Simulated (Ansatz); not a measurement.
# Phonons of La2O3 (P-3m1) against volume, part 3 of 3

Wanted: Grüneisen parameters and pressure coefficients of the modes of La2O3 (P-3m1).

Ansatz 0.2.0; DFT LDA, scalar-relativistic, plane waves, PAW; PAW set soft_1.

So far, highest optical mode at the zone centre (no LO-TO term) (cm⁻¹): step 4 (modes at rest) 447.

## 6. Modes of this member: 1.06 times the volume at rest

The zone-centre modes follow for 1.06 times the volume at rest, with the response to a field.

Contents of input.yaml:

```yaml
crystal:
  lattice:
    - [3.9245431182, 0.0, 0.0]
    - [-1.9622715591, 3.3987540386, 0.0]
    - [0.0, 0.0, 6.1752726922]
  atoms:
    - { symbol: O, position: [0.6666666667, 0.3333333333, 0.3562676784] }
    - { symbol: O, position: [0.3333333333, 0.6666666667, 0.6437323216] }
    - { symbol: O, position: [0.0, 0.0, 0.0] }
    - { symbol: La, position: [0.6666666667, 0.3333333333, 0.7512944228] }
    - { symbol: La, position: [0.3333333333, 0.6666666667, 0.2487055772] }
kpoints:
  mp_grid: { grid: [9, 9, 4] }
hamiltonian:
  xc: lda
  pseudopotentials: { kind: paw, azcp: { folder: soft_1 }, xc_functional: pbe }
scf:
  occupations: { method: fixed }
output:
  eigenvalues: true
phonons:
  method: dfpt
  dielectric: true
  rigid_motions: translations
```

The run is started by

```console
ansatz run input.yaml --threads 4 --pin off --max-ram 16384MiB --backend cpu --events-out ev --progress --plain --runs-dir out
```

Numbers of over 12 decimals in the logs are rounded to 6 here.

What it wrote:

```text
[...]
Crystal: 5 atoms, lattice volume = 82.369 Å³
Basis set: ecut = 420 eV, 1641 PW (Γ), exchange–correlation on 54×54×90 points (8 copies of the dense FFT grid, shifted against one another)
Bands: 25, of which v1, the nominal top of the filled ones, is band 20 counted from 1 (19 counted from 0)
Symmetry: 12 space group operations
k-points: 95 of 324 (irreducible under 2 space group operations, time reversal used)
[...]
SCF iter   1: F=—  HF=-13829.045939 eV  |F-HF|=—  |Δ(HF+E_count)|=         —  Δρ=7.51e-2  dr2=4.36e0  ethr=3.10e-3  ⟨swp⟩=4.1  Hψ=9635  notcnv=0  defer=114
[...]
SCF iter  11: F=-13828.211446 eV  HF=-13828.211446 eV  |F-HF|=7.28e-12  |Δ(HF+E_count)|=  1.71e-10  Δρ=1.90e-7  dr2=2.86e-11  ethr=1.00e-12  ⟨swp⟩=18.4  Hψ=20864  notcnv=0
SCF 1 converged in 11 iterations: F = -13828.211446 eV  dr2 = 2.86e-11
[...]
Bands: 21, of which v1, the nominal top of the filled ones, is band 20 counted from 1 (19 counted from 0)
k-points: 110 of 400 (irreducible under 4 space group operations)
[...]
Eigensolver: Dense (110 Hₖ)
SCF iter   1: F=—  HF=-13828.205527 eV  |F-HF|=—  |Δ(HF+E_count)|=         —  Δρ=3.70e-4  dr2=2.30e-5  ethr=1.00e-1
[...]
SCF iter   4: F=-13828.205518 eV  HF=-13828.205518 eV  |F-HF|=6.59e-8  |Δ(HF+E_count)|=   3.79e-7  Δρ=1.04e-5  dr2=7.72e-8  ethr=2.83e-9
SCF 1 converged in 4 iterations: F = -13828.205518 eV  dr2 = 7.72e-8
[...]
SCF converged after 11 iterations
Free energy (F): -13828.211446 eV
[...]
Internal energy: -13828.211446 eV  (E = F + TS)
E sigma→0 (E₀):  -13828.211446 eV
Fermi energy:    9.140524 eV
[...]
--- Band table (eV; the first three rows and the last of 95) ---
  k-point 0: bands = [... 16 lower, 7.4704, 8.7825, 8.7825, 9.0411, 13.2287, 13.7316, 13.7316, 14.1388, ... 1 higher]
  k-point 1: bands = [... 16 lower, 7.8199, 8.7364, 8.8275, 8.8275, 13.4049, 13.7897, 13.7897, 14.1919, ... 1 higher]
  k-point 2: bands = [... 16 lower, 8.1249, 8.3430, 8.8780, 8.8780, 13.6798, 13.8420, 13.8420, 13.9362, ... 1 higher]
  k-point 94: bands = [... 16 lower, 8.4169, 8.4925, 8.8802, 9.1400, 13.5441, 13.7198, 13.8283, 14.2393, ... 1 higher]
[...]
ASR residual: 1.047e-4 → 0.000e0 eV/Å²; symmetrization residual: 2.503e-6 eV/Å²
  ASR residual per site (eV/Å²): 3.49e-5 3.49e-5 2.53e-5 1.05e-4 1.05e-4
[...]
ε∞ (high-frequency dielectric tensor):
        4.842730     0.000000     0.000000
        0.000000     4.842730     0.000000
        0.000000     0.000000     4.748988
  ε⁰ (static dielectric tensor: ions relaxed, cell fixed):
       33.548105    -0.000000    -0.000000
       -0.000000    33.548105    -0.000000
       -0.000000    -0.000000    32.236784
  ε⁰ − ε∞ (ionic part):
       28.705375    -0.000000    -0.000000
       -0.000000    28.705375    -0.000000
       -0.000000    -0.000000    27.487796
[...]
Born effective charges Z* (e; rows j = field, columns β = displacement):
    site 0:
        -2.84291   -0.00000    0.00000
        -0.00000   -2.84291    0.00000
         0.00000    0.00000   -2.51471
    site 1:
        -2.84291   -0.00000    0.00000
        -0.00000   -2.84291    0.00000
        -0.00000    0.00000   -2.51471
    site 2:
        -2.66087    0.00000   -0.00000
         0.00000   -2.66087    0.00000
         0.00000    0.00000   -2.60702
    site 3:
         4.17335   -0.00000    0.00000
        -0.00000    4.17335   -0.00000
        -0.00000   -0.00000    3.81822
    site 4:
         4.17335   -0.00000   -0.00000
        -0.00000    4.17335   -0.00000
         0.00000   -0.00000    3.81822
  Z* charge neutrality: 1.002e-3 e pre-enforcement
  solved inside a basis spanned on kpoints, on 10×10×4 k-points, its susceptibility summed on 12×12×6: ε∞ is read to err by 1.3e-2, Z* by 1.4e-2 e (field_mesh: kpoints solves on kpoints); Z* is corrected for what the basis lacks
  optical modes at Γ without the LO–TO term, one row a degenerate level:
      ω (cm⁻¹)  modes    IR ((D/Å)²/amu)
         98.00      2             0.0000
        150.60      2            43.5828
        168.91      1            29.8020
        180.96      1             0.0000
        344.30      2            35.0260
        380.48      2             0.0000
        381.89      1             0.0000
        425.42      1             3.0795
  optical modes at Γ + LO–TO along q̂ = [1.0000, 0.0000, 0.0000]:
      ω (cm⁻¹)  modes    IR ((D/Å)²/amu)
         98.00      2             0.0000
        150.60      1            21.7914
        168.91      1            29.8020
        180.96      1             0.0000
        255.04      1             1.9155
        344.30      1            17.5130
        380.48      2             0.0000
        381.89      1             0.0000
[...]
optical modes at Γ + LO–TO along q̂ = [0.0000, 1.0000, 0.0000]:
      ω (cm⁻¹)  modes    IR ((D/Å)²/amu)
[...]
380.48      2             0.0000
        381.89      1             0.0000
        425.42      1             3.0795
        535.10      1            37.3889
  optical modes at Γ + LO–TO along q̂ = [0.0000, 0.0000, 1.0000]:
      ω (cm⁻¹)  modes    IR ((D/Å)²/amu)
         98.00      2             0.0000
        150.60      2            43.5828
        180.96      1             0.0000
        344.30      2            35.0260
        376.90      1             7.7418
        380.48      2             0.0000
        381.89      1             0.0000
        496.73      1            25.1397
```

Run time: 89 s. Hardware: 4 threads of Arm Neoverse V2, shared host; peak memory 1.2 GiB; 5.7 min of CPU time.

This step gave:

```yaml
sum_rule_residual_before_enforcement: 1.05e-4 eV/Å²
miss_of_the_charge_sum_rule: 0.001002 e
estimated_error_of_the_dielectric_tensor: 0.01286
estimated_error_of_the_born_charges: 0.01413 e
highest_optical_mode_at_the_zone_centre_no_lo_to_term: 425.4 cm⁻¹
lowest_optical_zone_centre_mode: 98 cm⁻¹
mean_high_frequency_dielectric_constant: 4.811
largest_born_charge_third_of_the_trace: 4.055 e
mean_static_dielectric_constant: 33.11
top_of_the_zone_centre_spectrum_with_the_field: 535.1 cm⁻¹
```

Without the LO-TO term. Patterns of degenerate modes are one choice out of their space. Modes at Γ, with each element's share of the kinetic energy:

| mode | frequency (cm⁻¹) | symmetry | O % | La % |
| --- | --- | --- | --- | --- |
| 1 | 0.0 | acoustic | 15 | 85 |
| 2 | 0.0 | acoustic | 15 | 85 |
| 3 | 0.0 | acoustic | 15 | 85 |
| 4 | 98.0 | Eg | 2 | 98 |
| 5 | 98.0 | Eg | 2 | 98 |
| 6 | 150.6 | Eu | 91 | 9 |
| 7 | 150.6 | Eu | 91 | 9 |
| 8 | 168.9 | A2u | 87 | 13 |
| 9 | 181.0 | A1g | 7 | 93 |
| 10 | 344.3 | Eu | 94 | 6 |
| 11 | 344.3 | Eu | 94 | 6 |
| 12 | 380.5 | Eg | 98 | 2 |
| 13 | 380.5 | Eg | 98 | 2 |
| 14 | 381.9 | A1g | 93 | 7 |
| 15 | 425.4 | A2u | 98 | 2 |

Transverse modes. Lines of the infrared spectrum (strongest = 100):

| position (cm⁻¹) | relative intensity |
| --- | --- |
| 98 | 0.0 |
| 151 | 100 |
| 169 | 68 |
| 181 | 0.0 |
| 344 | 80 |
| 380 | 0.0 |
| 382 | 0.0 |
| 425 | 7.1 |

Without the LO-TO term the lowest optical mode is real, 98.0 cm⁻¹, and the highest lies at 425.4 cm⁻¹.

Between step 4 and this run (volume ratio 1.06) the value for the highest optical mode at the zone centre (no LO-TO term) moves from 447 cm⁻¹ to 425 cm⁻¹ (-5 %).

## 7. A member of the series: 0.9 times the volume at rest

The cell is set to 0.9 times the volume at rest, and shape and atoms relax at that volume.

input.yaml, the sections that differ from step 6:

```yaml
crystal:
  lattice:
    - [3.8130630702, 0.0, 0.0]
    - [-1.9065315351, 3.302209485, 0.0]
    - [0.0, 0.0, 5.554219217]
  atoms:
    - { symbol: O, position: [0.6666666667, 0.3333333333, 0.3468631911] }
    - { symbol: O, position: [0.3333333333, 0.6666666667, 0.6531368089] }
    - { symbol: O, position: [0.0, 0.0, 0.0] }
    - { symbol: La, position: [0.6666666667, 0.3333333333, 0.7638992642] }
    - { symbol: La, position: [0.3333333333, 0.6666666667, 0.2361007358] }
output:
  forces: true
  stress: true
  eigenvalues: true
relax:
  adjacent_minimum: "off"
  f_tol: 0.001
  max_steps: 60
  cell: { stress_tol: 0.01, fix: [volume] }
# kpoints, hamiltonian, scf: as in step 6
# phonons: removed
```

What it wrote:

```text
[...]
Crystal: 5 atoms, lattice volume = 69.936 Å³
Basis set: ecut = 420 eV, 1387 PW (Γ)
Bands: 25, of which v1, the nominal top of the filled ones, is band 20 counted from 1 (19 counted from 0)
Symmetry: 12 space group operations
[...]
k-points: 43 of 324
[...]
cell:  # Å, volume = 69.9361 Å³
    - [3.831815, 0, -1.3811166991694315e-18]
    - [-1.915907, 3.318449, 6.905583495847289e-19]
    - [-2.0117749877852695e-18, 0, 5.499991]
  atoms:
    - { symbol: O, position: [0.666667, 0.333333, 0.344798] }
    - { symbol: O, position: [0.333333, 0.666667, 0.655202] }
    - { symbol: O, position: [0, 0, 0] }
    - { symbol: La, position: [0.666667, 0.333333, 0.766102] }
    - { symbol: La, position: [0.333333, 0.666667, 0.233898] }
[key lines of the parts left out:]
SCF converged after 6 iterations
Free energy (F): -13827.959612 eV
Fermi energy:    11.608665 eV
P = ⅓ Tr σ = 15.7070 GPa (157.070 kbar)
```

It took 11 s on 4 threads; peak memory 0.42 GiB; 41 s of CPU time.

Step by step:

| step | energy less that of the first step (eV) | largest force component (eV/Å) | pressure (GPa) | volume (Å³) |
| --- | --- | --- | --- | --- |
| 1 | 0.0000 | 0.1987 | 16.63 | 69.94 |
| 2 | 0.0026 | 0.4285 | 15.07 | 69.94 |
| 3 | -0.0036 | 0.0079 | 16.03 | 69.94 |
| 4 | -0.0042 | 0.0258 | 15.74 | 69.94 |
| 5 | -0.0042 | 0.0121 | 15.74 | 69.94 |
| 6 | -0.0043 | 0.0003 | 15.74 | 69.94 |
| 7* | -0.0046 | 0.0003 | 15.74 | 69.94 |
| 8 | -0.0046 | 0.0001 | 15.71 | 69.94 |
| 9* | -0.0045 | 0.0000 | 15.71 | 69.94 |

Relaxation steps marked * repeat the geometry before them on a plane-wave basis chosen anew for their cell, so energy and pressure can jump there. Relaxation step 2 was tried and not accepted.

The run keeps the 12 symmetry operations that it works with, so distortions that break them were not tested.

| conventional cell, symmetrised | before | after | change |
| --- | --- | --- | --- |
| a (Å) | 3.813 | 3.832 | +0.5 % |
| b (Å) | 3.813 | 3.832 | +0.5 % |
| c (Å) | 5.554 | 5.500 | -1.0 % |
| volume (Å³/atom) | 13.99 | 13.99 | +0.0 % |

The atoms that moved most (Å, as changes of fractional coordinates times the final cell):

| atom | dx | dy | dz | length |
| --- | --- | --- | --- | --- |
| La5 | 0.000 | 0.000 | -0.012 | 0.012 |
| La4 | 0.000 | 0.000 | 0.012 | 0.012 |
| O1 | 0.000 | 0.000 | -0.011 | 0.011 |
| O2 | 0.000 | 0.000 | 0.011 | 0.011 |

The relaxed structure:

```xyz
5
Lattice="3.8318 0.0000 0.0000 -1.9159 3.3184 0.0000 0.0000 0.0000 5.5000" Properties=species:S:1:pos:R:3 pbc="T T T"
O     1.9159    1.1061    1.8964
O     0.0000    2.2123    3.6036
O     0.0000    0.0000    0.0000
La    1.9159    1.1061    4.2136
La    0.0000    2.2123    1.2864
```

This step gave:

```yaml
pressure: 15.71 GPa
gap_on_the_k_mesh: 3.665 eV
volume_per_atom: 13.99 Å³
```

The largest force component left is 0.042 meV/Å, at a pressure of 15.71 GPa.

## 8. Zone-centre modes of the member: 0.9 times the volume at rest

The zone-centre modes follow for 0.9 times the volume at rest, with the response to a field.

input.yaml, the sections that differ from step 7:

```yaml
crystal:
  lattice:
    - [3.8318146745, 0.0, 0.0]
    - [-1.9159073372, 3.3184488507, 0.0]
    - [0.0, 0.0, 5.4999912906]
  atoms:
    - { symbol: O, position: [0.6666666667, 0.3333333333, 0.3447978582] }
    - { symbol: O, position: [0.3333333333, 0.6666666667, 0.6552021418] }
    - { symbol: O, position: [0.0, 0.0, 0.0] }
    - { symbol: La, position: [0.6666666667, 0.3333333333, 0.7661022997] }
    - { symbol: La, position: [0.3333333333, 0.6666666667, 0.2338977003] }
output:
  eigenvalues: true
phonons:
  method: dfpt
  dielectric: true
  rigid_motions: translations
# kpoints, hamiltonian, scf: as in step 7
# relax: removed
```

What it wrote:

```text
[...]
Crystal: 5 atoms, lattice volume = 69.936 Å³
Basis set: ecut = 420 eV, 1363 PW (Γ), exchange–correlation on 54×54×80 points (8 copies of the dense FFT grid, shifted against one another)
Bands: 25, of which v1, the nominal top of the filled ones, is band 20 counted from 1 (19 counted from 0)
Symmetry: 12 space group operations
k-points: 95 of 324 (irreducible under 2 space group operations, time reversal used)
[...]
ω (cm⁻¹)  modes    IR ((D/Å)²/amu)
[...]
optical modes at Γ + LO–TO along q̂ = [0.0000, 1.0000, 0.0000]:
      ω (cm⁻¹)  modes    IR ((D/Å)²/amu)
[...]
optical modes at Γ + LO–TO along q̂ = [0.0000, 0.0000, 1.0000]:
      ω (cm⁻¹)  modes    IR ((D/Å)²/amu)
[...]
433.54      2            21.7705
        435.30      1             6.4158
        450.92      2             0.0000
        571.27      1            29.9301
[key lines of the parts left out:]
SCF converged after 11 iterations
Free energy (F): -13827.959614 eV
Fermi energy:    11.608662 eV
```

It took 79 s on 4 threads; peak memory 1.1 GiB.

Numbers from this step:

```
sum-rule residual before enforcement                    : 3.74e-4 eV/Å²
miss of the charge sum rule                             : 0.007098 e
estimated error of the dielectric tensor                : 0.01309
estimated error of the Born charges                     : 0.01883 e
highest optical mode at the zone centre (no LO-TO term) : 482.2 cm⁻¹
lowest optical zone-centre mode                         : 126.5 cm⁻¹
mean high-frequency dielectric constant                 : 5.154
largest Born charge (third of the trace)                : 4.231 e
mean static dielectric constant                         : 18.69
top of the zone-centre spectrum with the field          : 611.5 cm⁻¹
```

Without the LO-TO term. Patterns of degenerate modes are one choice out of their space. Modes at Γ, with each element's share of the kinetic energy:

| mode | frequency (cm⁻¹) | symmetry | O % | La % |
| --- | --- | --- | --- | --- |
| 1 | 0.0 | acoustic | 15 | 85 |
| 2 | 0.0 | acoustic | 15 | 85 |
| 3 | 0.0 | acoustic | 15 | 85 |
| 4 | 126.5 | Eg | 3 | 97 |
| 5 | 126.5 | Eg | 3 | 97 |
| 6 | 231.5 | A1g | 1 | 99 |
| 7 | 263.0 | A2u | 86 | 14 |
| 8 | 294.0 | Eu | 89 | 11 |
| 9 | 294.0 | Eu | 89 | 11 |
| 10 | 424.8 | A1g | 99 | 1 |
| 11 | 433.5 | Eu | 96 | 4 |
| 12 | 433.5 | Eu | 96 | 4 |
| 13 | 450.9 | Eg | 97 | 3 |
| 14 | 450.9 | Eg | 97 | 3 |
| 15 | 482.2 | A2u | 99 | 1 |

Displacements in mode 5 (126.5 cm⁻¹), the largest set to 1:
```
O1  -0.24 -0.53  0.00
O2   0.24  0.53  0.00
O3   0.00  0.00  0.00
La4  0.45  1.00  0.00
La5 -0.45 -1.00  0.00
```

Displacements in mode 14 (450.9 cm⁻¹), the largest set to 1:
```
O1   0.12  1.00  0.00
O2  -0.12 -1.00  0.00
O3   0.00  0.00  0.00
La4  0.01  0.06  0.00
La5 -0.01 -0.06  0.00
```

Transverse modes. Infrared lines, with heights relative to the strongest:

| position (cm⁻¹) | label | relative intensity |
| --- | --- | --- |
| 126 | Eg | 0.0 |
| 232 | A1g | 0.0 |
| 263 | A2u | 51 |
| 294 | Eu | 100 |
| 425 | A1g | 0.0 |
| 434 | Eu | 34 |
| 451 | Eg | 0.0 |
| 482 | A2u | 6.6 |

Without the LO-TO term the lowest optical mode is real, 126 cm⁻¹, and the highest lies at 482.2 cm⁻¹.

For the highest optical mode at the zone centre (no LO-TO term), step 4 gave 447 cm⁻¹; this run, with volume ratio 0.9, gives 482 cm⁻¹ (+8 %).

## 9. The series together

The members are set side by side, also those not shown above.

Each row is one cell with its response, relaxed at fixed volume as far as symmetry leaves anything free; energies are extrapolated to zero smearing, and E0 is that at rest; the axis is the Cartesian z axis of the cell; shape and atoms are relaxed in each cell where symmetry leaves them free. State of the crystal along the series:

| volume ratio | V (Å³/atom) | pressure (GPa) | E - E0 (meV/atom) | first cell vector (Å) | third cell vector (Å) | gap on mesh (eV) | ε∞ along the axis | ε∞ across the axis, mean | ε0 along the axis | ε0 across the axis, mean | largest Born charge in size, a third of the trace (e) | top mode with the field, highest of q along x, y and z (cm⁻¹) |
| --- | --- | --- | --- | --- | --- | --- | --- | --- | --- | --- | --- | --- |
| 0.9 | 13.99 | 15.71 | 70.23 | 3.832 | 5.5 | 3.665 | 5.176 | 5.143 | 19.9 | 18.08 | 4.231 | 611.5 |
| 0.92 | 14.3 | 11.93 | 43.49 | 3.841 | 5.595 | 3.695 | 5.111 | 5.086 | 20.58 | 18.81 | 4.203 | 601.5 |
| 0.94 | 14.61 | 8.521 | 23.75 | 3.85 | 5.689 | 3.723 | 5.047 | 5.035 | 21.37 | 19.7 | 4.176 | 591.7 |
| 0.96 | 14.92 | 5.429 | 10.23 | 3.86 | 5.781 | 3.743 | 4.986 | 4.99 | 22.3 | 20.82 | 4.152 | 582.1 |
| 0.98 | 15.23 | 2.596 | 2.498 | 3.871 | 5.868 | 3.756 | 4.928 | 4.952 | 23.46 | 22.22 | 4.129 | 572.5 |
| 0.99 | 15.39 | 1.268 | 0.6173 | 3.877 | 5.91 | 3.759 | 4.902 | 4.935 | 24.15 | 23.05 | 4.118 | 567.8 |
| 1 | 15.54 | -3.14e-4 | 0 | 3.883 | 5.951 | 3.761 | 4.875 | 4.919 | 24.93 | 24 | 4.108 | 563 |
| 1.02 | 15.85 | -2.376 | 2.34 | 3.896 | 6.029 | 3.759 | 4.828 | 4.89 | 26.78 | 26.31 | 4.089 | 553.6 |
| 1.04 | 16.16 | -4.547 | 9.089 | 3.91 | 6.104 | 3.751 | 4.786 | 4.865 | 29.15 | 29.36 | 4.071 | 544.3 |
| 1.06 | 16.47 | -6.527 | 19.87 | 3.925 | 6.175 | 3.737 | 4.749 | 4.843 | 32.24 | 33.55 | 4.055 | 535.1 |

Without the LO-TO term; each mode is tracked from rest by its pattern, and modes that stay within 0.3 cm⁻¹ of each other stand once; shape and atoms are relaxed in each cell where symmetry leaves them free. Optical modes along the series:

| V (Å³/atom) | mode 4 Eg (cm⁻¹) | mode 6 A1g (cm⁻¹) | mode 7 Eu (cm⁻¹) | mode 9 A2u (cm⁻¹) | mode 10 Eu (cm⁻¹) | mode 12 A1g (cm⁻¹) | mode 13 Eg (cm⁻¹) | mode 15 A2u (cm⁻¹) |
| --- | --- | --- | --- | --- | --- | --- | --- | --- |
| 13.99 | 126.5 | 231.5 | 294 | 263 | 433.5 | 424.8 | 450.9 | 482.2 |
| 14.3 | 122.6 | 225.1 | 275.9 | 252.3 | 421 | 418.3 | 442.5 | 475.4 |
| 14.61 | 118.8 | 218.7 | 257.8 | 241.6 | 408.9 | 412.5 | 434 | 468.7 |
| 14.92 | 115.1 | 212.4 | 239.7 | 230.6 | 397.3 | 407.2 | 425.5 | 461.8 |
| 15.23 | 111.5 | 206.1 | 221.7 | 219.1 | 386.2 | 402.1 | 416.8 | 454.7 |
| 15.39 | 109.7 | 202.9 | 212.7 | 213.2 | 380.7 | 399.5 | 412.3 | 451 |
| 15.54 | 107.9 | 199.7 | 203.8 | 207.2 | 375.3 | 396.9 | 407.8 | 447.4 |
| 15.85 | 104.5 | 193.4 | 186.1 | 194.9 | 364.8 | 391.8 | 398.8 | 440 |
| 16.16 | 101.2 | 187.2 | 168.4 | 182.1 | 354.4 | 386.8 | 389.6 | 432.7 |
| 16.47 | 98 | 181 | 150.6 | 168.9 | 344.3 | 381.9 | 380.5 | 425.4 |

From cubic fits (parabolas where under five rows exist) of ln ω and P against ln V through the rows within about 4 % of rest: γ = −d ln ω / d ln V and dω/dP = γ ω / B. Slopes at rest:

| mode | fitted frequency at rest (cm⁻¹) | Grüneisen parameter γ | dω/dP (cm⁻¹/GPa) |
| --- | --- | --- | --- |
| mode 4 Eg | 107.9 | 1.61 | 1.4 |
| mode 6 A1g | 199.7 | 1.59 | 2.55 |
| mode 7 Eu | 203.8 | 4.37 | 7.17 |
| mode 9 A2u | 207.2 | 2.93 | 4.89 |
| mode 10 Eu | 375.3 | 1.43 | 4.31 |
| mode 12 A1g | 396.9 | 0.64 | 2.06 |
| mode 13 Eg | 407.8 | 1.11 | 3.63 |
| mode 15 A2u | 447.4 | 0.82 | 2.96 |

## 10. What came out

```yaml
members: 10
highest_optical_mode_at_the_zone_centre_no_lo_to_term_at_rest: 447.4 cm⁻¹
bulk_modulus_at_rest: 124 GPa
mode_10_eu_gamma: 1.43
mode_12_a1g_gamma: 0.64
mode_13_eg_gamma: 1.11
mode_15_a2u_gamma: 0.82
```

The series spans -6.5 to 15.7 GPa, and the slope at rest gives a bulk modulus of 124 GPa. Among the modes in the table of slopes γ runs from 0.64 (mode 12 A1g) to 4.37 (mode 7 Eu). ε∞ along z is 4.88 at rest, with d ln ε∞ / d ln V = -0.51. One k mesh and one cutoff serve the ground states and modes of all volumes; the field response picks its own mesh. These are harmonic frequencies at zero temperature: anharmonic shifts, linewidths and thermal expansion are left out. Spin-orbit coupling is left out, which can matter for the heavy elements here. The PAW files were made for PBE; the program adapts parts of them to the functional of the run, but their partial waves stay those of PBE, an approximation that was not tested in this session. Only the zone centre was solved, so an instability at another wavevector cannot show here.

[Logs are printed without paths, hosts, clocks, repeated set-up lines and the standing remarks that a program may print on its own settings, such as how far it seeks lower states.]

[Hosts, paths, dates, database ids (printed as entryN), source tags and the programs' standing remarks are cut or masked in the printed files.]
